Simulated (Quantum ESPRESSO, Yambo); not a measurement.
# A GW chain in Yambo: CdF2 (Fm-3m), part 2 of 3

Aim: the G0W0 gap of CdF2 (Fm-3m) on PBE, step by step.

Quantum ESPRESSO 7.5 and Yambo 5.3.0; PBE and many-body steps on it, plane waves. Known limits of the many-body steps: not at the basis limit; d shell near the gap, gap tends to lie low; no spin-orbit coupling; coarse k mesh.

So far. Step 2 (Ground state): The gap is indirect, with the least direct gap 0.48 eV higher. Step 3 (Bands along the symmetry lines): The gap is 3.124 eV, −0.019 eV from the run before at this level.

## 4. Empty states on the mesh, 4×4×4 mesh, 105 bands

Level of this step: DFT, PBE, plane waves, norm-conserving pseudopotentials (Quantum ESPRESSO).

The sums over transitions need many empty states on a uniform mesh; this step solves for them.

The input, pw.in:

```
&control
  calculation = 'nscf'
  prefix = 'x'
  outdir = 'o'
  pseudo_dir = 'pseudo'
/
&system
  ibrav = 0
  nat = 3
  ntyp = 2
  ecutwfc = 94.0
  nbnd = 105
  force_symmorphic = .true.
/
&electrons
  conv_thr = 1e-9
  electron_maxstep = 80
  diago_full_acc = .true.
  diago_thr_init = 5e-6
/
ATOMIC_SPECIES
  Cd 112.41 Cd.upf
  F 18.998 F.upf
CELL_PARAMETERS angstrom
  0.0000000000 2.6940000000 2.6940000000
  2.6940000000 -0.0000000000 2.6940000000
  2.6940000000 2.6940000000 -0.0000000000
ATOMIC_POSITIONS crystal
  Cd 0.0000000000 0.0000000000 0.0000000000
  F 0.2500000000 0.2500000000 0.2500000000
  F 0.7500000000 0.7500000000 0.7500000000
K_POINTS automatic
  4 4 4 0 0 0
```

Launch:

```bash
> OMP_NUM_THREADS=1 mpirun -n 4 pw.x -nk 4 -in pw.in > pw.out
```

What it wrote:

```text
[banner, memory and clock lines left out]
Program PWSCF v.7.5 starts

     Atomic positions and unit cell read from directory:
     o/x.save/

     Message from routine setup:
     using ibrav=0 with symmetry is DISCOURAGED, use correct ibrav instead

     G-vector sticks info

     bravais-lattice index     =            0
     lattice parameter (alat)  =       7.1997  a.u.
     unit-cell volume          =     263.8878 (a.u.)^3
     number of atoms/cell      =            3
     number of atomic types    =            2
     number of electrons       =        34.00
     number of Kohn-Sham states=          105
     kinetic-energy cutoff     =      94.0000  Ry
     charge density cutoff     =     376.0000  Ry
     Exchange-correlation= PBE
                           (   1   4   3   4   0   0   0)

     celldm(1)=   7.199651  celldm(2)=   0.000000  celldm(3)=   0.000000
     celldm(4)=   0.000000  celldm(5)=   0.000000  celldm(6)=   0.000000

     crystal axes: (cart. coord. in units of alat)
               a(1) = (   0.000000   0.707107   0.707107 )
               a(2) = (   0.707107  -0.000000   0.707107 )
               a(3) = (   0.707107   0.707107  -0.000000 )

     reciprocal axes: (cart. coord. in units 2 pi/alat)
               b(1) = ( -0.707107  0.707107  0.707107 )
               b(2) = (  0.707107 -0.707107  0.707107 )
               b(3) = (  0.707107  0.707107 -0.707107 )
     Pseudo is Norm-conserving + core correction, Zval = 20.0
     Generated using ONCVPSP code by D. R. Hamann
     Using radial grid of 1368 points,  6 beta functions with:
     Pseudo is Norm-conserving + core correction, Zval =  7.0
     Generated using ONCVPSP code by D. R. Hamann
     Using radial grid of  832 points,  5 beta functions with:
     Cd               20.00   112.41000     Cd( 1.00)
     F                 7.00    18.99800     F ( 1.00)

     48 Sym. Ops., with inversion, found

   Cartesian axes

     site n.     atom                  positions (alat units)
         1        Cd     tau(   1) = (   0.0000000   0.0000000   0.0000000  )
         2        F      tau(   2) = (   0.3535534   0.3535534   0.3535534  )
         3        F      tau(   3) = (   1.0606602   1.0606602   1.0606602  )

     number of k points=     8
                       cart. coord. in units 2pi/alat
        k(    1) = (   0.0000000   0.0000000   0.0000000), wk =   0.0312500
        k(    2) = (   0.1767767   0.1767767  -0.1767767), wk =   0.2500000
        k(    3) = (  -0.3535534  -0.3535534   0.3535534), wk =   0.1250000
[...]
k(    7) = (  -0.7071068   0.0000000   0.0000000), wk =   0.0937500
        k(    8) = (  -0.7071068   0.3535534   0.0000000), wk =   0.1875000

     Dense  grid:    32647 G-vectors     FFT dimensions: (  45,  45,  45)

     The potential is recalculated from file :
     o/x.save/charge-density

     Starting wfcs are   18 randomized atomic wfcs +   87 random wfcs

     Band Structure Calculation

     End of band structure calculation

          k = 0.0000 0.0000 0.0000 (  4015 PWs)   bands (ev):

   -91.9103 -53.0066 -53.0066 -53.0066 -14.2018 -13.1009   0.9377   0.9377
     0.9377   2.1379   2.1379   5.5577   5.5577   5.5577   6.0345   6.0345
     6.0345   9.6539  19.2706  19.2706  19.2706  24.2210  26.4704  26.4704
[...]
103.7598

          k = 0.1768 0.1768-0.1768 (  4050 PWs)   bands (ev):

[...]
102.6465

          k =-0.3536-0.3536 0.3536 (  4092 PWs)   bands (ev):

[...]
89.2980  89.2980  92.8034  92.8898  93.9928  95.8825  95.8825  97.1290
    97.1290  98.6895  99.1573  99.1574  99.6998 100.5123 100.5123 102.6182
   103.1940

          k = 0.3536 0.0000 0.0000 (  4064 PWs)   bands (ev):

     [... further k-points ...]

     highest occupied, lowest unoccupied level (ev):     6.5299    9.6539

     XML data file, pseudopotentials, collected wavefunctions
```

Run time: 6.9 s. Hardware: 4 MPI ranks of Arm Neoverse V2, shared host; peak memory 0.35 GiB.

Numbers from this step:

- gap: 3.124 eV
- k of the valence top: 0.25, -0.5, -0.25
- k of the conduction bottom: 0, 0, 0
- least direct gap: 3.619 eV
- k points computed: 8
- lowest point of the top converged band, above the valence top: 93.6212 eV

On this mesh the gap is 3.124 eV.

## 5. Conversion and set-up

This step: Yambo 5.3.0; conversion and set-up on PBE, plane waves, norm-conserving pseudopotentials.

The states are converted to the many-body program's format and the q mesh is built.

Launch:

```bash
> (cd o/x.save; p2y > p2y.log; mv SAVE ../..); yambo > setup.log
```

What it wrote:

```text
 Yambo, version 5.3.0

 [02] CORE Variables Setup
 =========================

  [02.01] Unit cells
  ==================

  Cell kind             :  FCC
  Atoms in the cell     :  Cd  F
  number of Cd atoms    :  1
  number of F  atoms    :  2

  List of atomic masses
  Mass of Cd    :  112.4100
  Mass of F     :  18.99800

  List of atomic coordinates    : [cc]
  Cd1       :  0.000000  0.000000  0.000000  order 1
  F1       :  2.545461  2.545461  2.545461  order 2
  F2       :  7.636383  7.636383  7.636383  order 3

  Alat factors          :  5.090922  5.090922  5.090922 [a.u.]
  Direct lattice volume :  263.8878 [a.u.]
  Direct lattice vectors:  A[ 1 ]  A[ 2 ]  A[ 3 ]
   A[ 1 ]:  0.000000  1.000000  1.000000  [iru]
   0.000000  5.090922  5.090922  [cc]
   A[ 2 ]:  1.000000 -0.000000  1.000000  [iru]
   5.090922 -0.000000  5.090922  [cc]
   A[ 3 ]:  1.000000  1.000000 -0.000000  [iru]
   5.090922  5.090922 -0.000000  [cc]

  Recip. lattice volume :  0.939984 [a.u.]
  Recip. lattice vectors:  B[ 1 ]  B[ 2 ]  B[ 3 ]
   B[ 1 ]: -0.500000  0.500000  0.500000  [iku]
  -0.617097  0.617097  0.617097  [cc]
   B[ 2 ]:  0.500000 -0.500000  0.500000  [iku]
   0.617097 -0.617097  0.617097  [cc]
   B[ 3 ]:  0.500000  0.500000 -0.500000  [iku]
   0.617097  0.617097 -0.617097  [cc]

  [02.02] Symmetries
  ==================

  Inversion symmetry    : yes
  Spatial inversion     : yes
  Inversion index       :  25
  K-space Time-reversal : no
  Magnetic symmetries   : no
  Group table correct   : yes
  Symmetries units      :  [cc]

   [S  1]:   1.0000     -0.75024E-17 -0.75024E-17 -0.75024E-17   1.0000      0.75024E-17  0.75024E-17  0.75024E-17   1.0000
   [S  2]:  -1.0000      0.75024E-17 -0.75024E-17  0.75024E-17  -1.0000      0.75024E-17 -0.75024E-17 -0.75024E-17   1.0000
   [S  3]:  -1.0000     -0.75024E-17  0.75024E-17  0.75024E-17   1.0000     -0.75024E-17 -0.75024E-17  0.75024E-17  -1.0000
[...]
[... 36 further rows ...]
   [S 47]: -0.75024E-17   1.0000      0.75024E-17  0.75024E-17 -0.75024E-17  -1.0000       1.0000      0.75024E-17 -0.75024E-17
   [S 48]: -0.75024E-17  -1.0000     -0.75024E-17  0.75024E-17  0.75024E-17   1.0000       1.0000     -0.75024E-17  0.75024E-17

  [02.03] Reciprocal space
  ========================

  nG shells         :   332
  nG charge         :   32647
  nG WFs            :   4935
  nC WFs            :   4092
  G-vecs. in first 33 shells:  [ Number ]
     1    9   15   27   51   59   65   89  113
    137   169   181   229   259   283   307   331   339
    387   411   459   531   537   561   609   645   701
    725   749   821   869   893   941
  ...
  Shell energy in first 33 shells:  [ mHa ]
    0.00000      571.213      761.617      1523.23      2094.45      2284.85      3046.47      3617.68      3808.09
    4569.70      5140.92      6092.94      6664.15      6854.56      7616.17      8187.39      8377.79      9139.41
[...]
BZ  K-points                                      :   64

  K/Q-points units:
  rlu = crystal or reduced units; cc = cartesian coordinates; iku = interal k-units

  K [1]          [rlu]:  0.000000  0.000000  0.000000
         WF components:   4015
  K [2]          [rlu]: -0.49464E-17 -0.49464E-17  0.25000
         WF components:   4050
  K [3]          [rlu]:  0.98927E-17  0.98927E-17 -0.50000
         WF components:   4092
  K [4]          [rlu]: -0.65886E-17  0.25000      0.25000
         WF components:   4064
  K [5]          [rlu]: -0.14839E-16  0.25000     -0.50000
         WF components:   4069
  [... 2 further k-points ...]
  K [8]          [rlu]:  0.250000 -0.500000 -0.250000
         WF components:   4056

  [02.05] Energies & Occupations
  ==============================

  [X] === General ===
  [X] Electronic Temperature                        :  0.000000  0.000000 [eV K]
  [X] Bosonic    Temperature                        :  0.000000  0.000000 [eV K]
  [X] Finite Temperature mode                       : no
  [X] El. density                                   :  0.86947E+24 [cm-3]
  [X] Fermi Level                                   :  6.529887 [eV]

  [X] === Gaps and Widths ===
  [X] Conduction Band Min                           :  3.123994 [eV]
  [X] Valence Band Max                              :  0.000000 [eV]
  [X] Filled Bands                                  :  17
  [X] Empty Bands                                   :   18  105
  [X] Direct Gap                                    :  3.619366 [eV]
  [X] Direct Gap localized at k                     :  1
  [X] Indirect Gap                                  :  3.123994 [eV]
  [X] Indirect Gap between kpts                     :   8   1
  [X] Last valence band width                       :  0.495373 [eV]
  [X] 1st conduction band width                     :  4.976967 [eV]

  E @ K [1]:  [eV]
  -98.44020 -59.53651 -59.53651 -59.53651 -20.73165 -19.63080  -5.59223  -5.59223
  -5.592235 -4.392008 -4.392008 -0.972220 -0.972220 -0.972220 -0.495373 -0.495373
   -0.49537   3.12399  12.74068  12.74068  12.74068  17.69108  19.94050  19.94050
[...]
occ @ K [1]
[...]
E @ K [2]:  [eV]
[...]
occ @ K [2]
[...]
E @ K [3]:  [eV]
[...]
occ @ K [3]
[...]
E @ K [4]:  [eV]
[...]
occ @ K [4]
[...]
E @ K [5]:  [eV]
[...]
occ @ K [5]
[...]
[... 2 further k-points ...]
  E @ K [8]:  [eV]
[...]
occ @ K [8]
[...]
0.000000  0.000000  0.000000  0.000000  0.000000  0.000000  0.000000  0.000000
   0.000000  0.000000  0.000000  0.000000  0.000000  0.000000  0.000000  0.000000

 [03] Transferred momenta grid and indexing
 ==========================================

 IBZ Q-points                                      :   8
 BZ  Q-points                                      :   64

 K/Q-points units:
 rlu = crystal or reduced units; cc = cartesian coordinates; iku = interal k-units

 Q [1]          [rlu]:  0.000000  0.000000  0.000000
 Q [2]          [rlu]: -0.36046E-16 -0.36046E-16  0.25000
 Q [3]          [rlu]:  0.72092E-16  0.72092E-16 -0.50000
[...]
Q [7]          [rlu]:  0.13177E-16 -0.50000     -0.50000
 Q [8]          [rlu]:  0.250000 -0.500000 -0.250000

  [03.01] X indexes
  =================

   [03.01.01] Sigma indexes
   ========================

 [06] Game Over & Game summary
```

Run time: 2.4 s. Hardware: 1 MPI rank; peak memory 0.25 GiB.

(Part 2 of 3 ends here.)

[Paths, hosts, dates, memory and timing lines, banners, echoed tables and standing remarks are left out of the program output.]

[Logs are printed without paths, hosts, clocks, repeated set-up lines and the standing remarks that a program may print on its own settings, such as how far it seeks lower states.]

[Runs of the session that timed out or met a known fault of the program may be left out.]

[Hosts, paths, dates, database ids (printed as entryN), source tags and the programs' standing remarks are cut or masked in the printed files.]
